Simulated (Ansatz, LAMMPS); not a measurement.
# Static equation of state of amorphous 84SiO2-16PbO (mol %) (122 atoms)

Density of this cell: 3.25 g/cm³. The cell holds 122 atoms: 36 Si, 7 Pb and 79 O. Its edges and angles: a = 12.556 Å, b = 11.831 Å, c = 12.896 Å, α = 93.1°, β = 91.1°, γ = 85.4°. The starting structure: 122 atoms (36 Si, 7 Sr, 79 O) placed at random at 2.61 g/cm³, melted at 5000 K for 10 ps at fixed volume with the Morse and Coulomb pair potential with partial charges (Pedone, Malavasi, Menziani, Cormack and Segre, J. Phys. Chem. B 110, 11780 (2006)). Quenched from 5000 K to 300 K at 100 K/ps and fixed volume, held 10 ps at zero pressure, then minimised at fixed cell. Then Sr was replaced by Pb and the cell scaled by 1.008 (the potential has no terms for the new elements, so the cell is a start for a DFT relaxation).

Calculated with Ansatz 0.2.0: Kohn-Sham DFT, PBE, PAW (set soft_2), plane waves; cutoff 420 eV, Γ point, gaussian smearing of 0.05 eV. Cell and atoms were relaxed first, to V0 = 15.626 Å³ an atom at a residual P0 = 0.014 GPa. The cell was then scaled evenly, and the atoms were relaxed at each volume.

| volume (Å³/atom) | pressure (GPa) |
| --- | --- |
| 14.688 | 1.523 |
| 15.157 | ? |
| 16.095 | -0.8289 |
| 16.563 | -1.732 |

**Question.** Fit the third-order Birch–Murnaghan equation to the rows given and interpolate to the withheld row.

**Working.**

Take the Eulerian strain f = ½[(V0/V)^(2/3) − 1] and the normalised pressure F = (P − P0) / [3f(1 + 2f)^(5/2)]. The third-order Birch–Murnaghan equation is then the line F = B0 + (3/2)B0(B′ − 4) f, so u = f and v = F.

| u = f | v = F (GPa) |
| --- | --- |
| 0.0210563 | 21.5517 |
| -0.00975651 | 30.2470 |
| -0.0190504 | 33.6605 |

With n = 3: mean u = -0.00258356, mean v = 28.4864, Σ(u − ū)² = 8.815e-4, Σ(u − ū)(v − v̄) = -0.26177. Slope b = -0.26177 / 8.815e-4 = -296.97; intercept a = v̄ − b ū = 27.719.

So B0 = a = 27.7 GPa and B′ = 4 + 2b/(3a) = -3.14. At the withheld volume f = 0.01026, F = a + b f = 24.67 GPa, and P = P0 + 3f(1 + 2f)^(5/2) F.

Prediction at 15.157: 0.8126 GPa. The run gave 0.7450 GPa, so the fit is high by 0.068 GPa (9.1 % of the value).

The series isn't one smooth equation of state: even a line fitted to all rows, the withheld one included, misses F by up to 6.1 %, the count of bonds changes along the series and an atom moves over 0.5 Å in some relaxation. B0 and B′ are then only the numbers of this fit, not moduli of the material. Among the rows given, the largest miss of the fit is at 16.563, by 0.015 GPa (0.45 % of the range of the table).

Limits: Static cells at zero temperature; the cell shape is held. The program notes that the SCF threshold of these relaxations is loose for the stress. The quench rate of 100 K/ps is many orders above laboratory rates, so the cell is likely richer in defects and strain than a real sample. The network of bonds at the start is that of the classical potential that made the cell, and needn't be the one that DFT or experiment would give. Only the Γ point is sampled, in a cell whose shortest periodic width is 12 Å.

[Hosts, paths, dates, database ids (printed as entryN), source tags and the programs' standing remarks are cut or masked in the printed files.]
